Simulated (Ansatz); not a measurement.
# Current against voltage: bond stretched by 0.3 Å, between Al atomic chains, part 2 of 2

Wanted: I(V), the voltage drop and T(E, V).

Ansatz 0.2.0; DFT PBE, plane waves, PAW; current against voltage, self-consistent under bias.

So far: Set-up; Current against voltage.

## (2) Current against voltage (continued)

The Hartree potential energy less that at 0 V, planar mean (0.3 V) oscillates, so the rows of the table below give means over windows of 5 Å about each position, cut where the curve ends. Its maxima inside the range that stand out by 2 % of the span (Å: eV): 2.0: 0.159, 28.6: 0.00630, 37.0: 0.0135, 47.3: 0.00701, 57.4: -0.0111. Its minima: 24.8: -0.0136, 32.6: -0.0239, 41.4: -0.0310, 53.4: -0.0205, 77.3: -0.141.

Table of Hartree potential energy less that at 0 V, planar mean by z; means over each step:

```tsv
z (Å)	0.3 V (eV)	0.6 V (eV)	1 V (eV)	1.5 V (eV)
-5	0.0622	0.143	0.259	0.414
0	0.147	0.310	0.536	0.827
5	0.157	0.330	0.569	0.875
10	0.141	0.303	0.538	0.842
15	0.0803	0.175	0.368	0.642
20	0.0235	0.0286	0.118	0.300
25	-0.00657	-0.0253	0.0283	0.151
30	-0.00542	-0.00811	0.0300	0.120
35	-0.00401	-0.0170	-0.0540	-0.0445
40	-0.0165	-0.0560	-0.158	-0.331
45	-0.00582	-0.0420	-0.156	-0.364
50	-0.00691	-0.0327	-0.134	-0.332
55	-0.0163	-0.0567	-0.170	-0.385
60	-0.0284	-0.0705	-0.177	-0.358
65	-0.0774	-0.155	-0.279	-0.450
70	-0.123	-0.234	-0.379	-0.558
75	-0.139	-0.263	-0.421	-0.611
80	-0.131	-0.246	-0.390	-0.565
85	-0.0487	-0.0788	-0.110	-0.143
```

The electron density less that at 0 V, planar mean (0.3 V) oscillates, so the rows of the table below give means over windows of 2.28 Å about each position, cut where the curve ends. Its first 14 maxima inside the range that stand out by 2 % of the span (Å: e/Å³): -1.1: 5.0e-5, 1.0: 3.1e-5, 4.7: 8.3e-6, 6.9: 2.7e-5, 9.1: 4.9e-5, 11.6: 7.2e-5, 13.9: 7.4e-5, 16.3: 6.1e-5, 18.8: 3.7e-5, 21.4: 8.3e-5, 23.5: 2.4e-5, 26.6: 8.5e-6, 28.6: 6.4e-5, 30.7: 2.9e-5. Its first 14 minima: 0.0: 8.9e-6, 3.4: -3.0e-6, 5.7: -1.4e-5, 8.2: -2.2e-5, 10.4: -3.8e-5, 12.9: -5.7e-5, 15.3: -7.9e-5, 17.6: -8.6e-5, 20.1: -6.2e-5, 22.5: -6.5e-5, 24.8: -7.2e-5, 27.3: 4.1e-8, 29.9: -2.9e-6, 32.0: -5.8e-5.

The electron density less that at 0 V, planar mean by z; means over each step:

```tsv
z (Å)	0.3 V (e/Å³)	0.6 V (e/Å³)	1 V (e/Å³)	1.5 V (e/Å³)
-5.71	-3.4e-7	-2.2e-7	1.1e-7	7.1e-7
-3.43	7.4e-6	1.5e-5	2.7e-5	4.1e-5
-1.15	3.4e-5	6.9e-5	1.2e-4	1.8e-4
1.13	2.0e-5	3.7e-5	5.9e-5	8.3e-5
3.41	1.1e-6	1.6e-6	1.0e-6	9.3e-7
5.69	1.5e-6	2.1e-6	1.6e-6	5.0e-7
7.97	7.1e-6	1.2e-5	1.4e-5	1.4e-5
10.25	1.0e-5	2.1e-5	2.6e-5	2.9e-5
12.53	7.9e-6	2.5e-5	3.6e-5	4.5e-5
14.81	-3.8e-6	5.3e-6	2.3e-5	3.6e-5
17.09	-1.1e-5	-2.5e-5	-2.8e-5	-7.2e-6
19.37	-8.4e-6	-2.3e-5	-1.3e-5	-4.3e-5
21.65	1.4e-5	-8.4e-6	-6.8e-5	-4.0e-5
23.93	-2.6e-5	7.9e-6	3.4e-5	-6.6e-5
26.21	-7.8e-6	-5.6e-5	-1.5e-5	7.4e-5
28.49	3.4e-5	4.5e-5	-3.9e-5	-5.8e-5
30.77	-2.1e-6	6.0e-5	1.8e-4	1.2e-4
33.05	-4.6e-5	-1.1e-4	-1.0e-4	1.3e-4
35.33	1.7e-5	3.4e-6	-1.4e-4	-3.8e-4
37.61	5.7e-5	1.7e-4	3.5e-4	6.7e-4
39.89	-3.7e-5	-1.1e-4	-2.2e-4	-3.4e-4
42.17	-3.2e-5	-7.8e-5	-1.7e-4	-3.9e-4
44.45	6.2e-6	1.6e-5	4.5e-5	7.1e-5
46.73	2.4e-5	3.8e-5	3.8e-5	1.1e-4
49.01	1.0e-5	2.4e-5	3.5e-5	7.4e-5
51.29	-1.5e-5	-1.7e-5	5.2e-7	-5.0e-5
53.57	-1.2e-5	-1.7e-5	-1.4e-5	-5.8e-5
55.85	4.6e-6	-1.2e-6	-2.5e-6	1.5e-5
58.13	1.8e-5	2.1e-5	2.4e-5	3.6e-5
60.41	-6.1e-7	1.9e-5	4.6e-5	4.1e-5
62.69	7.6e-6	6.2e-6	2.0e-6	4.6e-6
64.97	8.1e-7	9.0e-7	4.7e-6	8.7e-6
67.25	-1.4e-6	-1.3e-6	-4.1e-7	3.6e-6
69.53	-7.5e-6	-1.2e-5	-1.5e-5	-1.6e-5
71.81	-6.7e-6	-1.2e-5	-1.5e-5	-1.5e-5
74.09	-4.4e-6	-7.0e-6	-9.4e-6	-1.1e-5
76.37	-2.1e-6	-4.3e-6	-7.7e-6	-9.4e-6
78.65	-8.2e-6	-1.9e-5	-4.1e-5	-6.9e-5
80.93	-4.2e-5	-8.3e-5	-1.3e-4	-2.0e-4
83.21	-8.5e-6	-1.6e-5	-2.6e-5	-4.0e-5
85.49	-2.5e-7	-2.9e-7	-5.3e-7	-7.1e-7
```

By hand: at 1.5 V the window reaches from -0.75 to 0.75 eV, and the mean transmission a spin over it is 1.34. With sharp Fermi edges I = G0 × V × T̄ = 77.48 μS × 1.5 V × 1.34 = 155 μA, against 155 μA from the program at 300 K.

The zero-bias conductance is 1.94 G₀; current over voltage goes 1.92 at +0.3 V, 1.88 at +0.6 V, 1.66 at +1 V and 1.33 at +1.5 V in the same unit. The leads' misfit reaches 44 meV.

## (3) Current against voltage

This step: DFT PBE, plane waves, PAW; current against voltage, self-consistent under bias; changed: output.current_voltage.leads = [[22, 23], [10, 11]], scf.max_iter = 100 (Ansatz 0.2.0).

The input of the bias sweep is made doubtful on purpose.

Contents of input.yaml:

```yaml
crystal:
  lattice:
    - [6.0, 0.0, 0.0]
    - [0.0, 6.0, 0.0]
    - [0.0, 0.0, 93.83]
  atoms:
    - { symbol: Al, position: [0.5, 0.5, 0.0] }
    - { symbol: Al, position: [0.5, 0.5, 0.025684749] }
    - { symbol: Al, position: [0.5, 0.5, 0.051369498] }
    - { symbol: Al, position: [0.5, 0.5, 0.077054247] }
    - { symbol: Al, position: [0.5, 0.5, 0.102738996] }
    - { symbol: Al, position: [0.5, 0.5, 0.128423745] }
    - { symbol: Al, position: [0.5, 0.5, 0.154108494] }
    - { symbol: Al, position: [0.5, 0.5, 0.179793243] }
    - { symbol: Al, position: [0.5, 0.5, 0.205477992] }
    - { symbol: Al, position: [0.5, 0.5, 0.231162741] }
    - { symbol: Al, position: [0.5, 0.5, 0.25684749] }
    - { symbol: Al, position: [0.5, 0.5, 0.282532239] }
    - { symbol: Al, position: [0.5, 0.5, 0.308216988] }
    - { symbol: Al, position: [0.5, 0.5, 0.333901737] }
    - { symbol: Al, position: [0.5, 0.5, 0.359586486] }
    - { symbol: Al, position: [0.5, 0.5, 0.385271235] }
    - { symbol: Al, position: [0.5, 0.5, 0.410955984] }
    - { symbol: Al, position: [0.5, 0.5, 0.439838005] }
    - { symbol: Al, position: [0.5, 0.5, 0.465522754] }
    - { symbol: Al, position: [0.5, 0.5, 0.491207503] }
    - { symbol: Al, position: [0.5, 0.5, 0.516892252] }
    - { symbol: Al, position: [0.5, 0.5, 0.542577001] }
    - { symbol: Al, position: [0.5, 0.5, 0.56826175] }
    - { symbol: Al, position: [0.5, 0.5, 0.593946499] }
    - { symbol: Al, position: [0.5, 0.5, 0.619631248] }
    - { symbol: Al, position: [0.5, 0.5, 0.645315997] }
    - { symbol: Al, position: [0.5, 0.5, 0.671000746] }
    - { symbol: Al, position: [0.5, 0.5, 0.696685495] }
    - { symbol: Al, position: [0.5, 0.5, 0.722370244] }
    - { symbol: Al, position: [0.5, 0.5, 0.748054993] }
    - { symbol: Al, position: [0.5, 0.5, 0.773739742] }
    - { symbol: Al, position: [0.5, 0.5, 0.799424491] }
    - { symbol: Al, position: [0.5, 0.5, 0.82510924] }
    - { symbol: Al, position: [0.5, 0.5, 0.850793989] }
kpoints:
  mp_grid: { grid: [1, 1, 1] }
scf:
  occupations: { method: fermi_dirac, width: 0.1 }
  max_iter: 100
hamiltonian:
  xc: pbe
output:
  current_voltage:
    leads: [[22, 23], [10, 11]]
    bias: [0.3, 0.6, 1.0, 1.5]
    electrode_ends: [16, 17]
    kmesh: [1, 1]
  write_potential: true
  write_density: true
  volumetric_format: npy
basis:
  ecutwfc: "340 eV"
```

Command:

```sh
$ ansatz run input.yaml --threads 8 --pin off --max-ram 16384MiB --backend cpu --events-out ev --progress --plain --runs-dir out
```

Numbers of over 12 decimals in the logs are rounded to 6 here.

Log:

```text
Error: inconsistent input (output.current_voltage, crystal): the cell leaves 2.710 Å of vacuum along the normal of its first two vectors, and 10 Å are needed to part the ends of the two leads (14 Å serve well). It is the widest gap over the second lead that is listed
```

Wall time 0.06 s (8 threads of Intel Xeon at 2.70GHz, shared host); peak memory 0.073 GiB.

The input was rejected at the start.

The program's message: “Error: inconsistent input (output.current_voltage, crystal): the cell leaves 2.710 Å of vacuum along the normal of its first two vectors, and 10 Å are needed to part the ends of the two leads (14 Å se …”

The change that led to it: output.current_voltage.leads = [[22, 23], [10, 11]].

## (4) What came out

* conductance at zero bias: 1.94 G₀
* current at +0.3 V: 44.6 μA
* current at +0.6 V: 87.3 μA
* current at +1 V: 129 μA
* current at +1.5 V: 155 μA

In words: The junction conducts 1.94 G₀ at zero bias and carries 155 μA at 1.50 V. At 1.50 V the current is 0.69 times what the zero-bias conductance would give; over all biases of the sweep that ratio lies between 0.69 and 0.99. Of the 1.50 V, 0.54 V drops at the junction and the rest at the reservoirs. By +1 V a band edge of a lead has entered the bias window, and at +1.5 V 27 % of the window has no channel on one side; narrow lead bands can shape the curve there. A wire screens slowly, so the current depends on the leads' length and the box width; neither was converged here. Transport is coherent and elastic here: the atoms are frozen, so scattering by vibrations plays no part. A cutoff under the files' recommended one was taken to save time; its effect on T(E) was not tested here.

[Logs are printed without paths, hosts, clocks, repeated set-up lines and the standing remarks that a program may print on its own settings, such as how far it seeks lower states.]

[Hosts, paths, dates, database ids (printed as entryN), source tags and the programs' standing remarks are cut or masked in the printed files.]
